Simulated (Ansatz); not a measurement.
# How Pt(111) screens a field, part 2 of 2

Aim: image plane and induced charge of Pt(111).

Ansatz 0.2.0; plane-wave DFT, r2SCAN, Ansatz PAW (the session's first sound run).

So far. Step 6 (Single point, field -0.1 V/Å): The dipole is -0.0780 e·Å. Step 7 (Atoms held, field 0.2 V/Å): The dipole is 0.156 e·Å.

**8. Atoms held, field -0.2 V/Å**

input.yaml

```yaml
crystal:
  lattice:
    - [2.7718585823, 0.0, 0.0]
    - [1.3859292911, 2.4004999479, 0.0]
    - [0.0, 0.0, 36.1057044418]
  atoms:
    - { symbol: Pt, position: [0.3333333333, 0.3333333333, 0.2492680904] }
    - { symbol: Pt, position: [0.6666666667, 0.6666666667, 0.3119510678] }
    - { symbol: Pt, position: [0.0, 0.0, 0.3746340452] }
    - { symbol: Pt, position: [0.3333333333, 0.3333333333, 0.4373170226] }
    - { symbol: Pt, position: [0.6666666667, 0.6666666667, 0.5] }
    - { symbol: Pt, position: [0.0, 0.0, 0.5626829774] }
    - { symbol: Pt, position: [0.3333333333, 0.3333333333, 0.6253659548] }
    - { symbol: Pt, position: [0.6666666667, 0.6666666667, 0.6880489322] }
    - { symbol: Pt, position: [0.0, 0.0, 0.7507319096] }
kpoints:
  mp_grid: { grid: [24, 24, 1] }
hamiltonian:
  xc: r2scan
scf:
  occupations: { method: fermi_dirac, width: 0.1 }
  convergence: { dr2_threshold: 1.0e-10 }
efield:
  axis: 3
  dipole_correction: true
  ramp_position: 0.97
  ramp_width: 0.06
  amplitude: -0.2
output:
  forces: true
  write_potential: true
  write_density: true
  volumetric_format: npy
```

Launch:

```console
> ansatz run input.yaml --threads 4 --pin off --max-ram 12288MiB --backend cpu --events-out ev --progress --plain --runs-dir out
```

Output:

```text
[...]
Crystal: 9 atoms, lattice volume = 240.242 Å³
Basis set: ecut = 500 eV, 5999 PW (Γ), exchange–correlation on 96×96×1080 points (64 copies of the dense FFT grid, shifted against one another)
Bands: 98, of which v1, the nominal top of the filled ones, is band 81 counted from 1 (80 counted from 0)
Symmetry: 6 space group operations
k-points: 61 of 576 (time reversal used)
[...]
k-point 0: bands = [... 77 lower, 8.9791, 9.2750, 9.2810, 9.2810, 9.6862, 9.6862, 10.1010, 10.1010, ... 13 higher]
  k-point 1: bands = [... 77 lower, 8.9951, 9.0328, 9.2872, 9.3608, 9.6896, 9.7666, 10.0057, 10.1041, ... 13 higher]
  k-point 2: bands = [... 77 lower, 9.0328, 9.0928, 9.3036, 9.3371, 9.5216, 9.6983, 9.8046, 10.1124, ... 13 higher]
  k-point 60: bands = [... 77 lower, 10.2669, 10.3422, 10.3434, 10.3926, 15.3386, 15.3580, 15.3582, 15.7488, ... 13 higher]
[key lines of the parts left out:]
SCF converged after 27 iterations
Free energy (F): -112829.959205 eV
Fermi energy:    10.547285 eV
Dipole field:    D = -0.117452 V/Å  (p = -0.155936 e·Å, saw-weighted, corrected)
```

It took 2.9 min on 4 threads of Arm Neoverse V2, shared host; peak memory 2.1 GiB.

The dipole is -0.156 e·Å.

**9. Atoms held, field 0.4 V/Å**

input.yaml, as its differences from that of step 8:

```diff
@@ -27,3 +27,3 @@
   ramp_width: 0.06
-  amplitude: -0.2
+  amplitude: 0.4
 output:
@@ -33 +33,2 @@
   volumetric_format: npy
+  elf: true
```

Output:

```text
[...]
Crystal: 9 atoms, lattice volume = 240.242 Å³
Basis set: ecut = 500 eV, 5999 PW (Γ), exchange–correlation on 96×96×1080 points (64 copies of the dense FFT grid, shifted against one another)
Bands: 98, of which v1, the nominal top of the filled ones, is band 81 counted from 1 (80 counted from 0)
Symmetry: 6 space group operations
k-points: 61 of 576 (time reversal used)
[...]
k-point 0: bands = [... 77 lower, 8.9757, 9.2711, 9.2776, 9.2776, 9.6828, 9.6828, 10.0976, 10.0976, ... 13 higher]
  k-point 1: bands = [... 77 lower, 8.9917, 9.0293, 9.2838, 9.3574, 9.6862, 9.7630, 9.9991, 10.1007, ... 13 higher]
  k-point 2: bands = [... 77 lower, 9.0294, 9.0894, 9.3002, 9.3322, 9.5179, 9.6949, 9.8018, 10.1090, ... 13 higher]
  k-point 60: bands = [... 77 lower, 10.2635, 10.3382, 10.3407, 10.3892, 15.3352, 15.3545, 15.3549, 15.7454, ... 13 higher]
[key lines of the parts left out:]
SCF converged after 28 iterations
Free energy (F): -112830.005989 eV
Fermi energy:    10.543907 eV
Dipole field:    D = 0.234936 V/Å  (p = 0.311915 e·Å, saw-weighted, corrected)
```

Run time: 3.1 min. Hardware: 4 threads; peak memory 2 GiB.

Running mean over 2.263 Å of the planar mean, with the applied field; the ramp of the sawtooth is left out. Electron's electrostatic potential energy less the Fermi level against z:

```
z (Å)  electron's electrostatic potential energy less the Fermi level (eV)
    4                                                                 4.36
    5                                                                 4.76
    6                                                                 5.10
    7                                                                 4.44
    8                                                                -4.82
    9                                                                -11.3
   10                                                                -11.8
   11                                                                -11.9
   12                                                                -12.0
   13                                                                -12.0
   14                                                                -12.0
   15                                                                -12.0
   16                                                                -12.0
   17                                                                -12.0
   18                                                                -12.0
   19                                                                -12.0
   20                                                                -12.0
   21                                                                -12.0
   22                                                                -12.0
   23                                                                -12.0
   24                                                                -12.0
   25                                                                -12.0
   26                                                                -11.8
   27                                                                -11.4
   28                                                                -6.01
   29                                                                 4.52
   30                                                                 6.22
   31                                                                 6.68
   32                                                                 7.08
```

The dipole is 0.312 e·Å.

**10. The response**

This step: plane-wave DFT, r2SCAN, Ansatz PAW; screening of a field by a metal slab (Ansatz 0.2.0).

The dipoles give the slope, and the difference of two potentials shows where the field is screened.

Numbers from this step:

| Property | Result |
| --- | --- |
| equivalent conductor thickness p/(ε₀AE) | 21.20 Å |
| distance between the outer atoms | 18.11 Å |
| inner field over outer field | -6.13e-5 |
| image plane, upper face | 1.548 Å |
| induced electrons on the upper face over ε₀E | -0.9998 |
| image plane, lower face | 1.548 Å |
| induced electrons on the lower face over ε₀E | 0.9997 |

Table of dipole of the cell by applied field:

| applied field (V/Å) | dipole of the cell (e·Å) |
| --- | --- |
| -0.200 | -0.156 |
| -0.100 | -0.0780 |
| -0.050 | -0.0390 |
| 0.000 | 0 |
| 0.050 | 0.0390 |
| 0.100 | 0.0780 |
| 0.200 | 0.156 |
| 0.400 | 0.312 |

Local field over the applied field, running mean. From the potentials at -0.05 and 0.05 V/Å; running mean over 2.263 Å. Local field over applied field against z:

z (Å), local field over applied field and a bar from the least value:
```
        5      0.993 ##############################
        6      0.946 #############################
        7      0.705 #####################
        8      0.288 #########
        9      0.015 
       10      0.001 
       11      0.005 
       12     -0.001 
       13      0.000 
       14     -0.001 
       15      0.000 
       16      0.000 
       17      0.000 
       18      0.000 
       19      0.000 
       20      0.000 
       21     -0.001 
       22     -0.001 
       23      0.000 
       24     -0.001 
       25      0.005 
       26      0.002 
       27      0.004 
       28      0.248 ########
       29      0.662 ####################
       30      0.933 ############################
       31      0.992 ##############################
```

The induced electron density oscillates, so the rows of the table below give means over 1 Å (shorter at the two ends). Its distinct maxima (Å: e/Å³ per V/Å): 7.9: 0.00457, 9.0: 0.00102, 26.7: 6.9e-4, 27.4: 0.0011. Distinct minima: 8.7: -0.0011, 9.4: -6.9e-4, 27.1: -0.00102, 28.2: -0.00457.

Electrons, planar mean, per unit field. Table of induced electron density by z; means over each step:

z (Å), induced electron density (e/Å³ per V/Å) and a bar from the least value:
```
        5    0.00004 ##############
        6    0.00036 ################
        7    0.00203 ########################
        8    0.00330 ##############################
        9   -0.00019 #############
       10   -0.00013 #############
       11    0.00010 ##############
       12    0.00000 ##############
       13    0.00002 ##############
       14    0.00001 ##############
       15   -0.00001 ##############
       16    0.00000 ##############
       17   -0.00001 ##############
       18    0.00000 ##############
       19    0.00001 ##############
       20    0.00000 ##############
       21    0.00001 ##############
       22   -0.00003 ##############
       23   -0.00001 ##############
       24    0.00002 ##############
       25   -0.00010 #############
       26    0.00010 ##############
       27    0.00013 ##############
       28   -0.00282 
       29   -0.00234 ##
       30   -0.00044 ############
       31   -0.00005 ##############
```

By hand: between -0.05 and 0.05 V/Å the dipole changes by 0.07796 e·Å, a slope of 0.7796 e·Å²/V. A perfect conductor of thickness t has p = ε₀AEt, so t = 180.95 × 0.7796 / 6.654 = 21.20 Å (e/ε₀ = 180.95 V·Å, A in Å²). Less the 18.11 Å between the outer atoms, and halved, that puts each image plane 1.55 Å out.

The induced dipole is that of a conductor 21.20 Å thick.

**11. The same run with other settings: hamiltonian.pseudopotentials = {"kind": "nc"}**

This step: plane-wave DFT, r2SCAN, Ansatz PAW, but for the change named below (Ansatz 0.2.0).

A run with a changed input: it repeats the earlier run at 0.05 V/Å with hamiltonian.pseudopotentials to kind: nc.

input.yaml, as its differences from that of step 9:

```diff
@@ -19,2 +19,3 @@
   xc: r2scan
+  pseudopotentials: { kind: nc }
 scf:
@@ -27,3 +28,3 @@
   ramp_width: 0.06
-  amplitude: 0.4
+  amplitude: 0.05
 output:
@@ -33,2 +34 @@
   volumetric_format: npy
-  elf: true
```

Output:

```text
[...]
Crystal: 9 atoms, lattice volume = 240.242 Å³
Basis set: ecut = 1142.878222 eV, 21193 PW (Γ), exchange–correlation on 128×128×1600 points (64 copies of the dense FFT grid, shifted against one another)
Bands: 98, of which v1, the nominal top of the filled ones, is band 81 counted from 1 (80 counted from 0)
Symmetry: 6 space group operations
k-points: 61 of 576 (time reversal used)
[...]
SCF iter   1: F=—  HF=-33175.814543 eV  |F-HF|=—  |Δ(HF+E_count)|=         —  Δρ=7.08e-2  dr2=2.07e2  dr2_τ=5.41e0  ethr=3.10e-3  p=-0.000 e·Å  D=-4.48e-14 V/Å  ΔV_dip=0.00 eV  dr2_dipole=1.62e2  V_vac-E_F(+/−)=5.41/3.74 eV  ⟨swp⟩=8.1  Hψ=26314  notcnv=0  defer=91
[...]
SCF iter  11: F=-33173.397076 eV  HF=-33173.397076 eV  |F-HF|=3.06e-10  |Δ(HF+E_count)|=  1.60e-10  Δρ=9.20e-8  dr2=9.47e-11  dr2_τ=3.00e-11  ethr=1.00e-12  p=0.039 e·Å  D=2.94e-2 V/Å  ΔV_dip=-1.06 eV  dr2_dipole=6.82e-11  V_vac-E_F(+/−)=6.02/5.41 eV  ⟨swp⟩=22.4  Hψ=50429  notcnv=0
SCF 1 converged in 11 iterations: F = -33173.397076 eV  dr2 = 9.47e-11
[...]
SCF converged after 11 iterations
Free energy (F): -33173.397076 eV
[...]
Internal energy: -33172.915642 eV  (E = F + TS)
E sigma→0 (E₀):  -33173.156359 eV
Entropy (-TS):   -0.481434 eV (-53.493 meV/atom)
Fermi energy:    10.656679 eV
Dipole field:    D = 0.029352 V/Å  (p = 0.038969 e·Å, saw-weighted, corrected)
Work function:   not extracted (applied field tilts the vacuum); planar V_es + V_field profile in the machine report
[...]
--- Forces (eV/Å), atoms counted from 1 ---
  atom   1  Pt    -0.00000000     0.00000000    -0.32715958
  atom   2  Pt    -0.00000000    -0.00000000     0.20456888
  atom   3  Pt     0.00000000     0.00000000    -0.02955968
  atom   4  Pt    -0.00000000    -0.00000000    -0.04973917
  atom   5  Pt     0.00000000     0.00000000     0.00007537
  atom   6  Pt     0.00000000     0.00000000     0.04971182
  atom   7  Pt    -0.00000000    -0.00000000     0.03071407
  atom   8  Pt     0.00000000     0.00000000    -0.20444075
  atom   9  Pt     0.00000000    -0.00000000     0.32582907
  max |Σ_I F_I| component: 1.89e-8 eV/Å
--- Band table (eV; the first three rows and the last of 61) ---
  k-point 0: bands = [... 77 lower, 9.0859, 9.3794, 9.3884, 9.3884, 9.7944, 9.7944, 10.2098, 10.2098, ... 13 higher]
  k-point 1: bands = [... 77 lower, 9.1019, 9.1395, 9.3946, 9.4682, 9.7978, 9.8747, 10.1144, 10.2129, ... 13 higher]
  k-point 2: bands = [... 77 lower, 9.1397, 9.1998, 9.4109, 9.4449, 9.6291, 9.8065, 9.9117, 10.2212, ... 13 higher]
  k-point 60: bands = [... 77 lower, 10.3771, 10.4523, 10.4526, 10.5026, 15.4424, 15.4618, 15.4619, 15.8531, ... 13 higher]
```

Wall time 5.5 min (4 threads); peak memory 5.2 GiB.

Numbers from this step:

```
energy at zero smearing : -33173.1564 eV
dipole along the normal : 0.03897 e·Å
```

Force by atom:

| atom | x (eV/Å) | y (eV/Å) | z (eV/Å) | size |
| --- | --- | --- | --- | --- |
| Pt1 | 0.000 | 0.000 | -0.327 | 0.327 |
| Pt2 | 0.000 | 0.000 | 0.205 | 0.205 |
| Pt3 | 0.000 | 0.000 | -0.030 | 0.030 |
| Pt4 | 0.000 | 0.000 | -0.050 | 0.050 |
| Pt5 | 0.000 | 0.000 | 0.000 | 0.000 |
| Pt6 | 0.000 | 0.000 | 0.050 | 0.050 |
| Pt7 | 0.000 | 0.000 | 0.031 | 0.031 |
| Pt8 | 0.000 | 0.000 | -0.204 | 0.204 |
| Pt9 | 0.000 | 0.000 | 0.326 | 0.326 |

```
                     quantity  this run  earlier run  difference
dipole along the normal (e·Å)   0.03897      0.03898     -1.2e-5
```

The dipole moves by under 0.5 % or 5e-5 e·Å. The run took 11 SCF cycles against 22.

**12. The same run with other settings: crystal.symmetry = {"detect": false}**

This step: plane-wave DFT, r2SCAN, Ansatz PAW (Ansatz 0.2.0).

Another changed input: it repeats the earlier run at 0.05 V/Å with crystal.symmetry to detect: false.

input.yaml, as its differences from that of step 11:

```diff
@@ -15,2 +15,3 @@
     - { symbol: Pt, position: [0.0, 0.0, 0.7507319096] }
+  symmetry: { detect: false }
 kpoints:
@@ -19,3 +20,2 @@
   xc: r2scan
-  pseudopotentials: { kind: nc }
 scf:
```

Output:

```text
[...]
Crystal: 9 atoms, lattice volume = 240.242 Å³
Basis set: ecut = 500 eV, 5999 PW (Γ), exchange–correlation on 96×96×1080 points (64 copies of the dense FFT grid, shifted against one another)
Bands: 98, of which v1, the nominal top of the filled ones, is band 81 counted from 1 (80 counted from 0)
Symmetry: 1 space group operations
k-points: 290 of 576 (time reversal used)
[...]
SCF iter   1: F=—  HF=-112830.530452 eV  |F-HF|=—  |Δ(HF+E_count)|=         —  Δρ=3.61e-2  dr2=1.93e2  dr2_τ=4.81e-1  ethr=1.77e-3  p=0.000 e·Å  D=3.02e-13 V/Å  ΔV_dip=-0.00 eV  dr2_dipole=1.54e2  V_vac-E_F(+/−)=6.27/4.61 eV  ⟨swp⟩=8.0  Hψ=123821  notcnv=0  defer=606
[...]
SCF iter  22: F=-112829.944587 eV  HF=-112829.944587 eV  |F-HF|=2.62e-10  |Δ(HF+E_count)|=  1.31e-10  Δρ=4.66e-8  dr2=5.09e-11  dr2_τ=6.77e-13  ethr=1.00e-12  p=0.039 e·Å  D=2.94e-2 V/Å  ΔV_dip=-1.06 eV  dr2_dipole=1.91e-12  V_vac-E_F(+/−)=6.01/5.41 eV  ⟨swp⟩=8.6  Hψ=138579  notcnv=0
SCF 1 converged in 22 iterations: F = -112829.944587 eV  dr2 = 5.09e-11
[...]
SCF converged after 22 iterations
[...]
Free energy (F): -112829.944587 eV
[...]
Internal energy: -112829.462461 eV  (E = F + TS)
E sigma→0 (E₀):  -112829.703524 eV
Entropy (-TS):   -0.482126 eV (-53.570 meV/atom)
Fermi energy:    10.548332 eV
Dipole field:    D = 0.029359 V/Å  (p = 0.038979 e·Å, saw-weighted, corrected)
Work function:   not extracted (applied field tilts the vacuum); planar V_es + V_field profile in the machine report
[...]
--- Forces (eV/Å), atoms counted from 1 ---
  atom   1  Pt     0.00000000    -0.00000000    -0.31677667
  atom   2  Pt    -0.00000000    -0.00000000     0.20375077
  atom   3  Pt     0.00000000     0.00000000    -0.02959985
  atom   4  Pt     0.00000000    -0.00000000    -0.04956339
  atom   5  Pt    -0.00000000    -0.00000000     0.00007431
  atom   6  Pt    -0.00000000     0.00000000     0.04953619
  atom   7  Pt     0.00000000    -0.00000000     0.03075418
  atom   8  Pt    -0.00000000    -0.00000000    -0.20361331
  atom   9  Pt     0.00000000     0.00000000     0.31543711
  max |Σ_I F_I| component: 6.69e-7 eV/Å
--- Band table (eV; the first three rows and the last of 290) ---
  k-point 0: bands = [... 77 lower, 8.9801, 9.2762, 9.2820, 9.2820, 9.6872, 9.6872, 10.1020, 10.1020, ... 13 higher]
  k-point 1: bands = [... 77 lower, 8.9961, 9.0339, 9.2883, 9.3618, 9.6906, 9.7678, 10.0078, 10.1051, ... 13 higher]
  k-point 2: bands = [... 77 lower, 9.0338, 9.0939, 9.3046, 9.3386, 9.5228, 9.6993, 9.8054, 10.1135, ... 13 higher]
  k-point 289: bands = [... 77 lower, 10.8694, 10.9776, 10.9913, 11.1706, 11.1772, 11.9700, 12.7275, 12.9201, ... 13 higher]
```

It took 12 min on 4 threads; peak memory 5.4 GiB; 49 min of CPU time.

Read from the output:

| Property | Result |
| --- | --- |
| energy at zero smearing | -112829.7035 eV |
| dipole along the normal | 0.03898 e·Å |

Force by atom:

```csv
atom,x (eV/Å),y (eV/Å),z (eV/Å),size
Pt1,0.000,0.000,-0.317,0.317
Pt2,0.000,0.000,0.204,0.204
Pt3,0.000,0.000,-0.030,0.030
Pt4,0.000,0.000,-0.050,0.050
Pt5,0.000,0.000,0.000,0.000
Pt6,0.000,0.000,0.050,0.050
Pt7,0.000,0.000,0.031,0.031
Pt8,0.000,0.000,-0.204,0.204
Pt9,0.000,0.000,0.315,0.315
```

```csv
quantity,this run,earlier run,difference
dipole along the normal (e·Å),0.03898,0.03898,-2.2e-6
```

The dipole moves by under 0.5 % or 5e-5 e·Å.

**13. Summary of results**

| Item | Value |
| --- | --- |
| work function | 5.73 eV |
| image plane, upper face | 1.55 Å |
| induced electrons on the upper face over ε₀E | -1.000 |
| equivalent conductor thickness p/(ε₀AE) | 21.2 Å |
| inner field over outer field | -6.1e-5 |

**Reading.** The induced charge has its centre 1.55 Å outside the outermost atoms; this is the plane from which a capacitor's gap or an image potential counts. The equivalent conductor thickness exceeds the distance between the outer atoms by 3.10 Å, about the sum of the two image-plane distances. In the middle of the slab the field is screened to under 0.5 % of its outer value. The atoms are held at bulk positions with the tabulated experimental lattice constant.

[Long decimals in the printed logs are rounded to 6 places.]

[Logs are printed without paths, hosts, clocks, repeated set-up lines and the standing remarks that a program may print on its own settings, such as how far it seeks lower states.]

[Hosts, paths, dates, database ids (printed as entryN), source tags and the programs' standing remarks are cut or masked in the printed files.]

[Maps of the electrostatic potential energy from Ansatz leave out the sawtooth potential of an applied field or a dipole correction, so their vacuum need not be flat; planar profiles and work functions include it.]
